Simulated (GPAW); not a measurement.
# Work function of Mg/Mo(110) at several levels

Aim: the work function of both faces of Mg/Mo(110), and its spread over functionals and bases.

Main program and level: GPAW 26.7.0; GPAW, PAW setups; slab in vacuum, relaxation, in the first sound run; inputs show where later runs differ.

This is a report of a sequence of runs, with most program output left out.

### Step 1. Set-up

The cell holds 5 atoms: 4 Mo and 1 Mg. Its edges and angles: a = 2.728 Å, b = 2.728 Å, c = 25.384 Å, α = 90.0°, β = 90.0°, γ = 70.5°. Vacuum lies along c.

Coordinates:

```
Mo Mg
1.0
     2.22739   -1.57500    0.00000
     2.22739    1.57500    0.00000
     0.00000    0.00000   25.38409
Mo Mg
4 1
Direct
  0.00000 0.00000 0.31516
  0.50000 0.50000 0.40291
  0.00000 0.00000 0.49065
  0.50000 0.50000 0.57840
  0.84000 0.84000 0.68484
```

### Step 2. Relaxation

The atoms are relaxed first, since the surface dipole, and with it the work function, follows the positions of the outer layers. The lowest 2 atoms are held at bulk positions and keep their forces.

run.py reads:

```python
import json
import numpy as np
from ase import Atoms
from ase.constraints import FixAtoms
from ase.optimize import BFGS
from gpaw import GPAW, PW

slab = Atoms(
    ['Mo', 'Mo', 'Mo', 'Mo', 'Mg'],
    positions=[
        [0.00000, 0.00000, 8.00000],
        [2.22739, -0.00000, 10.22739],
        [0.00000, 0.00000, 12.45477],
        [2.22739, -0.00000, 14.68216],
        [3.74201, -0.00000, 17.38409]],
    cell=[[2.22739, -1.575, 0.0], [2.22739, 1.575, 0.0], [0.0, 0.0, 25.38409]],
    pbc=[True, True, False])

slab.calc = GPAW(mode=PW(400), xc='PBE', kpts={'size': (12, 12, 1), 'gamma': True},
                 occupations={'name': 'fermi-dirac', 'width': 0.1}, nbands='200%',
                 convergence={'density': 1e-05}, maxiter=200,
                 poissonsolver={'dipolelayer': 'xy'},
                 symmetry={'tolerance': 1e-3, 'extra_ids': [1, 1, 0, 0, 0]}, txt='slab.txt')
result = {}
slab.set_constraint(FixAtoms([0, 1]))
path = []
opt = BFGS(slab, maxstep=0.2)
opt.attach(lambda: path.append((slab.get_potential_energy(), slab.positions.tolist(), slab.get_forces().tolist())))
result['relaxed'] = bool(opt.run(fmax=0.03, steps=40))
result['path'] = path
energy = slab.get_potential_energy()
fermi = slab.calc.get_fermi_level()
v = slab.calc.get_electrostatic_potential().mean((0, 1)) - fermi
n = slab.calc.get_pseudo_density().mean((0, 1))
L = slab.cell[2, 2]
z = np.arange(len(v)) * L / len(v)
low, high = slab.positions[:, 2].min(), slab.positions[:, 2].max()
below, above = np.interp([low - 5.8, high + 5.8], z, v)
slopes = [np.interp(x, z, np.gradient(v, z)) for x in (low - 5.8, high + 5.8)]
eps = np.array([[slab.calc.get_eigenvalues(k, s) for k in range(len(slab.calc.get_ibz_k_points()))]
                for s in range(slab.calc.get_number_of_spins())]) - fermi
top, bottom = eps[eps < 0].max(), eps[eps > 0].min()
dipole = slab.get_dipole_moment()[2]
print(f'energy {energy:.4f} eV, Fermi level {fermi:.4f} eV, dipole {dipole:.5f} e A')
print(f'potential 5.8 A off the faces, from the Fermi level: lower {below:.4f} eV, upper {above:.4f} eV')
print(f'slope of the potential there: lower {slopes[0]:.5f}, upper {slopes[1]:.5f} eV/A')
print(f'nearest levels on the mesh: {top:.4f} and {bottom:.4f} eV')
print('magnetic moment', round(slab.get_magnetic_moment(), 3))
result.update(energy=energy, fermi=fermi, dipole=dipole, below=below, above=above, slopes=slopes, edges=[top, bottom],
              z=z.tolist(), v=v.tolist(), n=n.tolist(), positions=slab.positions.tolist(),
              forces=slab.get_forces(apply_constraint=False).tolist(), moments=slab.get_magnetic_moments().tolist())
json.dump(result, open('result.json', 'w'))
```

Run with:

```sh
OMP_NUM_THREADS=1 OPENBLAS_NUM_THREADS=1 python run.py
```

Wall time 2 h (1 thread of Arm Neoverse V1, shared host); peak memory 0.35 GiB.

Relaxation path (22 of 27):

| step | energy less that of the first step (eV) | largest force (eV/Å) |
| --- | --- | --- |
| 1 | 0.0000 | 0.4913 |
| 2 | -0.0057 | 0.4821 |
| 3 | -0.0680 | 0.4167 |
| 5 | -0.0762 | 0.2503 |
| 6 | -0.0991 | 0.2969 |
| 7 | -0.1073 | 0.3793 |
| 8 | -0.1176 | 0.4203 |
| 10 | -0.1316 | 0.1199 |
| 11 | -0.1326 | 0.1182 |
| 12 | -0.1334 | 0.1373 |
| 13 | -0.1352 | 0.1734 |
| 15 | -0.1453 | 0.2545 |
| 16 | -0.1520 | 0.2113 |
| 17 | -0.1563 | 0.1704 |
| 18 | -0.1574 | 0.1416 |
| 20 | -0.1592 | 0.0966 |
| 21 | -0.1599 | 0.0830 |
| 22 | -0.1602 | 0.0640 |
| 23 | -0.1604 | 0.0762 |
| 25 | -0.1615 | 0.0905 |
| 26 | -0.1624 | 0.0687 |
| 27 | -0.1629 | 0.0288 |

The atoms that moved most (Å):

| atom | dx | dy | dz | length |
| --- | --- | --- | --- | --- |
| Mg5 | 0.720 | 0.000 | -0.291 | 0.777 |
| Mo4 | 0.007 | 0.000 | -0.018 | 0.019 |
| Mo3 | 0.006 | 0.000 | 0.012 | 0.013 |

Final coordinates:

```cif
data_structure
_symmetry_space_group_name_H-M 'P 1'
_symmetry_Int_Tables_number 1
_cell_length_a 2.7280
_cell_length_b 2.7280
_cell_length_c 25.3841
_cell_angle_alpha 90.000
_cell_angle_beta 90.000
_cell_angle_gamma 70.529
_cell_volume 178.10
loop_
_atom_site_label
_atom_site_type_symbol
_atom_site_fract_x
_atom_site_fract_y
_atom_site_fract_z
_atom_site_occupancy
Mo1 Mo 0.00000 0.00000 0.31516 1
Mo2 Mo 0.50000 0.50000 0.40291 1
Mo3 Mo 0.00129 0.00129 0.49113 1
Mo4 Mo 0.50151 0.50151 0.57769 1
Mg5 Mg 0.00164 0.00164 0.67338 1
```

Numbers from this step:

* dipole along the normal: 0.02414 e·Å
* levels nearest the Fermi level on the mesh: -0.01355, 0.004376 eV from the Fermi level
* upper work function: 4.034 eV
* lower work function: 4.656 eV

The electrostatic potential energy of an electron (without an applied field's), less the Fermi level, planar mean by z:

z (Å), electrostatic potential energy of an electron (without an applied field's), less the Fermi level, planar mean (eV) and a bar from the least value:
```
      0.0        4.3 ##############################
      0.5        4.7 ##############################
      1.0        4.7 ##############################
      1.5        4.7 ##############################
      2.0        4.7 ##############################
      2.5        4.7 ##############################
      3.0        4.7 ##############################
      3.5        4.7 ##############################
      4.0        4.7 ##############################
      4.5        4.6 ##############################
      5.0        4.6 ##############################
      5.5        4.5 ##############################
      6.0        4.1 #############################
      6.5        2.8 ############################
      7.0       -1.2 #########################
      7.5      -13.5 #############
      8.0      -27.9 
      8.5      -13.7 #############
      9.0       -2.5 ########################
      9.5       -6.7 ####################
     10.0      -24.3 ####
     10.5      -22.8 #####
     11.0       -5.7 #####################
     11.5       -2.9 #######################
     12.0      -15.2 ############
     12.5      -28.3 
     13.0      -12.6 ##############
     13.5       -2.5 #######################
     14.0       -8.2 ##################
     14.5      -25.9 ##
     15.0      -20.0 ########
     15.5       -4.0 ######################
     16.0        0.0 ##########################
     16.5       -4.2 ######################
     17.0      -12.5 ##############
     17.5       -8.0 ##################
     18.0       -1.1 #########################
     18.5        2.1 ############################
     19.0        3.4 #############################
     19.5        3.8 #############################
     20.0        4.0 #############################
     20.5        4.0 #############################
     21.0        4.0 #############################
     21.5        4.0 #############################
     22.0        4.0 #############################
     22.5        4.0 #############################
     23.0        4.0 #############################
     23.5        4.0 #############################
     24.0        4.0 #############################
     24.5        4.0 #############################
     25.0        4.1 #############################
```

Table of pseudo valence density, planar mean by z:

z (Å), pseudo valence density, planar mean (e/Å³) and a bar:
```
      4.0       0.00 
      4.5       0.00 
      5.0       0.00 
      5.5       0.01 
      6.0       0.02 
      6.5       0.05 #
      7.0       0.18 ###
      7.5       0.78 ############
      8.0       1.94 ##############################
      8.5       0.78 ############
      9.0       0.34 #####
      9.5       0.46 #######
     10.0       1.52 #######################
     10.5       1.40 #####################
     11.0       0.42 ######
     11.5       0.34 #####
     12.0       0.87 #############
     12.5       1.95 ##############################
     13.0       0.74 ###########
     13.5       0.34 #####
     14.0       0.53 ########
     14.5       1.69 ##########################
     15.0       1.20 ###################
     15.5       0.33 #####
     16.0       0.17 ###
     16.5       0.24 ####
     17.0       1.70 ##########################
     17.5       0.61 #########
     18.0       0.08 #
     18.5       0.04 #
     19.0       0.02 
     19.5       0.01 
     20.0       0.00 
     20.5       0.00 
     21.0       0.00 
     21.5       0.00
```

The relaxation lowered the energy of the cell by 0.163 eV (energies extrapolated to zero smearing; the optimiser's log prints free energies). The largest force left on a free atom is 0.029 eV/Å.

### Step 3. Plane waves, PBE

With the geometry fixed, the planar mean of the potential gives the vacuum level on each side.

This step: GPAW, PAW setups; slab in vacuum (GPAW 26.7.0).

run.py: that of step 2 with these lines changed.

```diff
@@ -3,4 +3,2 @@
 from ase import Atoms
-from ase.constraints import FixAtoms
-from ase.optimize import BFGS
 from gpaw import GPAW, PW
@@ -12,5 +10,5 @@
         [2.22739, -0.00000, 10.22739],
-        [0.00000, 0.00000, 12.45477],
-        [2.22739, -0.00000, 14.68216],
-        [3.74201, -0.00000, 17.38409]],
+        [0.00575, 0.00000, 12.46680],
+        [2.23411, 0.00000, 14.66425],
+        [4.46209, -0.00000, 17.09317]],
     cell=[[2.22739, -1.575, 0.0], [2.22739, 1.575, 0.0], [0.0, 0.0, 25.38409]],
@@ -22,10 +20,4 @@
                  poissonsolver={'dipolelayer': 'xy'},
-                 symmetry={'tolerance': 1e-3, 'extra_ids': [1, 1, 0, 0, 0]}, txt='slab.txt')
+                 symmetry={'tolerance': 1e-3}, txt='slab.txt')
 result = {}
-slab.set_constraint(FixAtoms([0, 1]))
-path = []
-opt = BFGS(slab, maxstep=0.2)
-opt.attach(lambda: path.append((slab.get_potential_energy(), slab.positions.tolist(), slab.get_forces().tolist())))
-result['relaxed'] = bool(opt.run(fmax=0.03, steps=40))
-result['path'] = path
 energy = slab.get_potential_energy()
```

Elapsed: 5.5 min, on 1 thread; peak memory 0.34 GiB.

This step gave:

```
dipole along the normal                    : 0.02416 e·Å
levels nearest the Fermi level on the mesh : -0.01355, 0.004373 eV from the Fermi level
lower work function                        : 4.655 eV
```

Table of electrostatic potential energy of an electron (without an applied field's), less the Fermi level, planar mean by z:

| z (Å) | electrostatic potential energy of an electron (without an applied field's), less the Fermi level, planar mean (eV) |
| --- | --- |
| 0.0 | 4.35 |
| 0.5 | 4.66 |
| 1.0 | 4.66 |
| 1.5 | 4.66 |
| 2.0 | 4.66 |
| 2.5 | 4.66 |
| 3.0 | 4.65 |
| 3.5 | 4.65 |
| 4.0 | 4.65 |
| 4.5 | 4.64 |
| 5.0 | 4.60 |
| 5.5 | 4.48 |
| 6.0 | 4.09 |
| 6.5 | 2.82 |
| 7.0 | -1.16 |
| 7.5 | -13.5 |
| 8.0 | -27.9 |
| 8.5 | -13.7 |
| 9.0 | -2.46 |
| 9.5 | -6.71 |
| 10.0 | -24.3 |
| 10.5 | -22.8 |
| 11.0 | -5.68 |
| 11.5 | -2.86 |
| 12.0 | -15.2 |
| 12.5 | -28.3 |
| 13.0 | -12.6 |
| 13.5 | -2.51 |
| 14.0 | -8.25 |
| 14.5 | -25.9 |
| 15.0 | -20.0 |
| 15.5 | -3.97 |
| 16.0 | -0.0223 |
| 16.5 | -4.17 |
| 17.0 | -12.5 |
| 17.5 | -7.99 |
| 18.0 | -1.06 |
| 18.5 | 2.11 |
| 19.0 | 3.37 |
| 19.5 | 3.81 |
| 20.0 | 3.96 |
| 20.5 | 4.01 |
| 21.0 | 4.03 |
| 21.5 | 4.03 |
| 22.0 | 4.03 |
| 22.5 | 4.03 |
| 23.0 | 4.03 |
| 23.5 | 4.03 |
| 24.0 | 4.03 |
| 24.5 | 4.03 |
| 25.0 | 4.05 |

The pseudo valence density, planar mean oscillates, so the rows of the table below give means over windows of 2.22 Å about each position, cut where the curve ends. Its maxima inside the range that stand out by 2 % of the span (Å: e/Å³): 8.0: 1.99, 10.2: 1.94, 12.5: 1.99, 14.6: 1.95, 17.1: 1.95. Its minima: 9.1: 0.321, 11.4: 0.317, 13.5: 0.333, 16.3: 0.161.

Table of pseudo valence density, planar mean by z; means over each step:

| z (Å) | pseudo valence density, planar mean (e/Å³) |
| --- | --- |
| 3.33 | 8.3e-5 |
| 5.55 | 0.0158 |
| 7.77 | 0.847 |
| 9.99 | 0.896 |
| 12.21 | 0.897 |
| 14.43 | 0.894 |
| 16.65 | 0.650 |
| 18.87 | 0.0361 |
| 21.09 | 4.4e-4 |
| 23.31 | 2.7e-6 |

Force by atom:

| atom | x (eV/Å) | y (eV/Å) | z (eV/Å) | size |
| --- | --- | --- | --- | --- |
| Mo1 | 0.000 | 0.000 | 0.503 | 0.503 |
| Mo2 | 0.018 | 0.000 | -0.513 | 0.513 |
| Mo3 | -0.014 | 0.000 | -0.004 | 0.015 |
| Mo4 | -0.003 | 0.000 | 0.029 | 0.029 |
| Mg5 | 0.000 | 0.000 | -0.017 | 0.017 |

The potential is flat to 2.9e-4 eV/Å where it is read, so the vacuum is wide enough.

### Step 4. OptPBE vdW: xc = "optPBE-vdW"

The same geometry under optPBE-vdW, to see how far the functional moves the levels against the vacuum (the van der Waals functionals take revPBE setups).

run.py: that of step 3 with these lines changed.

```diff
@@ -16,3 +16,3 @@
 
-slab.calc = GPAW(mode=PW(400), xc='PBE', kpts={'size': (12, 12, 1), 'gamma': True},
+slab.calc = GPAW(mode=PW(400), xc='optPBE-vdW', kpts={'size': (12, 12, 1), 'gamma': True},
                  occupations={'name': 'fermi-dirac', 'width': 0.1}, nbands='200%',
```

Wall time 6 min (1 thread); peak memory 0.47 GiB.

This step gave:

```yaml
dipole_along_the_normal: 0.02704 e·Å
levels_nearest_the_fermi_level_on_the_mesh: -0.004278, 0.004731 eV from the Fermi level
upper_work_function: 4.137 eV
lower_work_function: 4.832 eV
```

The electrostatic potential energy of an electron (without an applied field's), less the Fermi level, planar mean oscillates, so the rows of the table below give means over windows of 2.22 Å about each position, cut where the curve ends. Its maxima inside the range that stand out by 2 % of the span (Å: eV): 9.1: -2.16, 11.3: -2.22, 13.5: -2.39, 16.0: -0.0372. Its minima: 8.0: -27.9, 10.3: -28.4, 12.5: -28.4, 14.7: -27.9, 17.1: -12.9.

Electrostatic potential energy of an electron (without an applied field's), less the Fermi level, planar mean against z; means over each step:

| z (Å) | electrostatic potential energy of an electron (without an applied field's), less the Fermi level, planar mean (eV) |
| --- | --- |
| 1.11 | 4.80 |
| 3.33 | 4.83 |
| 5.55 | 4.27 |
| 7.77 | -12.7 |
| 9.99 | -13.6 |
| 12.21 | -13.5 |
| 14.43 | -13.3 |
| 16.65 | -5.75 |
| 18.87 | 2.24 |
| 21.09 | 4.12 |
| 23.31 | 4.14 |

The pseudo valence density, planar mean oscillates, so the rows of the table below give means over windows of 2.22 Å about each position, cut where the curve ends. Its maxima inside the range that stand out by 2 % of the span (Å: e/Å³): 8.0: 1.99, 10.2: 1.94, 12.5: 1.99, 14.6: 1.96, 17.1: 1.95. Its minima: 9.1: 0.317, 11.4: 0.314, 13.5: 0.329, 16.3: 0.159.

Pseudo valence density, planar mean against z; means over each step:

z (Å), pseudo valence density, planar mean (e/Å³) and a bar:
```
     3.33       0.00 
     5.55       0.02 #
     7.77       0.85 ############################
     9.99       0.90 ##############################
    12.21       0.90 ##############################
    14.43       0.89 ##############################
    16.65       0.65 ######################
    18.87       0.04 #
    21.09       0.00 
    23.31       0.00
```

Force by atom:

| atom | x (eV/Å) | y (eV/Å) | z (eV/Å) | size |
| --- | --- | --- | --- | --- |
| Mo1 | 0.000 | 0.000 | 0.250 | 0.250 |
| Mo2 | 0.017 | 0.000 | -0.491 | 0.491 |
| Mo3 | -0.014 | 0.000 | -0.017 | 0.022 |
| Mo4 | -0.003 | 0.000 | 0.183 | 0.183 |
| Mg5 | 0.000 | 0.000 | 0.073 | 0.073 |

The upper face's work function is 4.137 eV, against 4.034 eV in the first plane-wave PBE run at this geometry.

### Step 5. Self-consistent run: xc = "vdW-DF2"

The same geometry under vdW-DF2, to see how far the functional moves the levels against the vacuum (the van der Waals functionals take revPBE setups).

run.py: that of step 4 with these lines changed.

```diff
@@ -16,3 +16,3 @@
 
-slab.calc = GPAW(mode=PW(400), xc='optPBE-vdW', kpts={'size': (12, 12, 1), 'gamma': True},
+slab.calc = GPAW(mode=PW(400), xc='vdW-DF2', kpts={'size': (12, 12, 1), 'gamma': True},
                  occupations={'name': 'fermi-dirac', 'width': 0.1}, nbands='200%',
```

Elapsed: 14 min, on 1 thread; peak memory 0.47 GiB.

This step gave:

```
dipole along the normal                    : 0.03045 e·Å
levels nearest the Fermi level on the mesh : -0.004081, 0.01395 eV from the Fermi level
upper work function                        : 4.147 eV
lower work function                        : 4.931 eV
```

The electrostatic potential energy of an electron (without an applied field's), less the Fermi level, planar mean oscillates, so the rows of the table below give means over windows of 2.22 Å about each position, cut where the curve ends. Its maxima inside the range that stand out by 2 % of the span (Å: eV): 9.1: -2.43, 11.3: -2.50, 13.5: -2.66, 16.0: -0.181. Its minima: 8.0: -28.1, 10.3: -28.6, 12.5: -28.6, 14.7: -28.1, 17.1: -12.8.

Electrostatic potential energy of an electron (without an applied field's), less the Fermi level, planar mean against z; means over each step:

| z (Å) | electrostatic potential energy of an electron (without an applied field's), less the Fermi level, planar mean (eV) |
| --- | --- |
| 1.11 | 4.90 |
| 3.33 | 4.93 |
| 5.55 | 4.33 |
| 7.77 | -12.9 |
| 9.99 | -13.8 |
| 12.21 | -13.8 |
| 14.43 | -13.5 |
| 16.65 | -5.74 |
| 18.87 | 2.26 |
| 21.09 | 4.13 |
| 23.31 | 4.15 |

The upper face's work function is 4.147 eV, against 4.034 eV in the first plane-wave PBE run at this geometry.

### Step 6. Self-consistent run: xc = "LDA"

The same geometry under LDA, to see how far the functional moves the levels against the vacuum.

run.py: that of step 5 with these lines changed.

```diff
@@ -16,3 +16,3 @@
 
-slab.calc = GPAW(mode=PW(400), xc='vdW-DF2', kpts={'size': (12, 12, 1), 'gamma': True},
+slab.calc = GPAW(mode=PW(400), xc='LDA', kpts={'size': (12, 12, 1), 'gamma': True},
                  occupations={'name': 'fermi-dirac', 'width': 0.1}, nbands='200%',
```

Elapsed: 5.8 min, on 1 thread; peak memory 0.34 GiB.

This step gave:

```
dipole along the normal                    : 0.03048 e·Å
levels nearest the Fermi level on the mesh : -0.001147, 5.45e-4 eV from the Fermi level
upper work function                        : 4.167 eV
lower work function                        : 4.951 eV
```

The upper face's work function is 4.167 eV, against 4.034 eV in the first plane-wave PBE run at this geometry.

### Step 7. Self-consistent run: xc = "revPBE"

The same geometry under revPBE, to see how far the functional moves the levels against the vacuum.

run.py: that of step 6 with these lines changed.

```diff
@@ -16,3 +16,3 @@
 
-slab.calc = GPAW(mode=PW(400), xc='LDA', kpts={'size': (12, 12, 1), 'gamma': True},
+slab.calc = GPAW(mode=PW(400), xc='revPBE', kpts={'size': (12, 12, 1), 'gamma': True},
                  occupations={'name': 'fermi-dirac', 'width': 0.1}, nbands='200%',
```

Wall time 5.4 min (1 thread); peak memory 0.34 GiB.

This step gave:

```
dipole along the normal                    : 0.02170 e·Å
levels nearest the Fermi level on the mesh : -0.01529, 0.004136 eV from the Fermi level
upper work function                        : 3.971 eV
lower work function                        : 4.528 eV
```

The electrostatic potential energy of an electron (without an applied field's), less the Fermi level, planar mean by z:

| z (Å) | electrostatic potential energy of an electron (without an applied field's), less the Fermi level, planar mean (eV) |
| --- | --- |
| 0.0 | 4.25 |
| 0.5 | 4.53 |
| 1.0 | 4.53 |
| 1.5 | 4.53 |
| 2.0 | 4.53 |
| 2.5 | 4.53 |
| 3.0 | 4.53 |
| 3.5 | 4.53 |
| 4.0 | 4.52 |
| 4.5 | 4.51 |
| 5.0 | 4.48 |
| 5.5 | 4.36 |
| 6.0 | 3.97 |
| 6.5 | 2.72 |
| 7.0 | -1.23 |
| 7.5 | -13.6 |
| 8.0 | -27.9 |
| 8.5 | -13.7 |
| 9.0 | -2.52 |
| 9.5 | -6.77 |
| 10.0 | -24.4 |
| 10.5 | -22.8 |
| 11.0 | -5.73 |
| 11.5 | -2.92 |
| 12.0 | -15.2 |
| 12.5 | -28.4 |
| 13.0 | -12.6 |
| 13.5 | -2.57 |
| 14.0 | -8.30 |
| 14.5 | -25.9 |
| 15.0 | -20.0 |
| 15.5 | -4.03 |
| 16.0 | -0.0950 |
| 16.5 | -4.26 |
| 17.0 | -12.6 |
| 17.5 | -8.08 |
| 18.0 | -1.14 |
| 18.5 | 2.05 |
| 19.0 | 3.31 |
| 19.5 | 3.75 |
| 20.0 | 3.90 |
| 20.5 | 3.95 |
| 21.0 | 3.96 |
| 21.5 | 3.97 |
| 22.0 | 3.97 |
| 22.5 | 3.97 |
| 23.0 | 3.97 |
| 23.5 | 3.97 |
| 24.0 | 3.97 |
| 24.5 | 3.97 |
| 25.0 | 3.99 |

The upper face's work function is 3.971 eV, against 4.034 eV in the first plane-wave PBE run at this geometry.

(Part 1 of 2 ends here.)

[Logs are printed without paths, hosts, clocks, repeated set-up lines and the standing remarks that a program may print on its own settings, such as how far it seeks lower states.]

[Hosts, paths, dates, database ids (printed as entryN), source tags and the programs' standing remarks are cut or masked in the printed files.]
